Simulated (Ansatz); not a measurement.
In doubt: one-shot GW on d or f shells is unsure, so the values of those runs are not to be relied on.

Two G0W0 runs on LuVO4 (I4_1/a).

```yaml
crystal:
  lattice:
    - [-2.46924, 2.46924, 5.43919]
    - [2.46924, -2.46924, 5.43919]
    - [2.46924, 2.46924, -5.43919]
  atoms:
    - { symbol: Lu, position: [0.50000, 0.50000, 0.00000] }
    - { symbol: Lu, position: [0.25000, 0.75000, 0.50000] }
    - { symbol: V, position: [0.00000, 0.00000, 0.00000] }
    - { symbol: V, position: [0.75000, 0.25000, 0.50000] }
    - { symbol: O, position: [0.92932, 0.82625, 0.59180] }
    - { symbol: O, position: [0.57625, 0.48445, 0.39693] }
    - { symbol: O, position: [0.08751, 0.17932, 0.60307] }
    - { symbol: O, position: [0.23445, 0.33751, 0.40820] }
    - { symbol: O, position: [0.51555, 0.91249, 0.09180] }
    - { symbol: O, position: [0.66249, 0.07068, 0.89693] }
    - { symbol: O, position: [0.17375, 0.76555, 0.10307] }
    - { symbol: O, position: [0.82068, 0.42375, 0.90820] }
```

The cell is the Materials Project's (PBE, PBE+U or r2SCAN) relaxed one; the ions were relaxed with r2SCAN. Spin-orbit coupling is left out unless a run names it.

The first (Ansatz 0.2.0; start r2SCAN, 4×4×4 mesh, 347 empty bands, screening to 110 eV, hard PAW files; 1 × NVIDIA H100 80GB HBM3 (shared by 3 runs) with 4 threads of AMD EPYC 7R13 (Zen 3), shared host) gave, on its mesh: starting gap 2.94 eV, G0W0 gap 4.53 eV, RPA ε∞ (mean) 4.64, 1.8 min.

The second gave: starting gap 2.94 eV, G0W0 gap 4.49 eV, RPA ε∞ (mean) 4.61, 2.9 min.

**Question.** What was changed in the input? Choose among start, files, mesh, bands and cutoff, frequency model or another key.

Changed: empty bands from 347 to 788 and screening cutoff (eV) from 110.0 to 190.0. The starting gap stayed, which rules out the functional and points to the GW step. Other changes could give like numbers; this is the one that was made.

Limits: not at the basis limit; no spin polarisation; d states lean on the start; no spin-orbit coupling.

[Paths, hosts, dates, memory and timing lines, banners, echoed tables and standing remarks are left out of the program output.]

[Logs are printed without paths, hosts, clocks, repeated set-up lines and the standing remarks that a program may print on its own settings, such as how far it seeks lower states.]

[Runs of the session that timed out or met a known fault of the program may be left out.]

[Cells called generated may have been cut or substituted from an entry of the Crystallography Open Database or the Materials Project.]

[Hosts, paths, dates, database ids (printed as entryN), source tags and the programs' standing remarks are cut or masked in the printed files.]
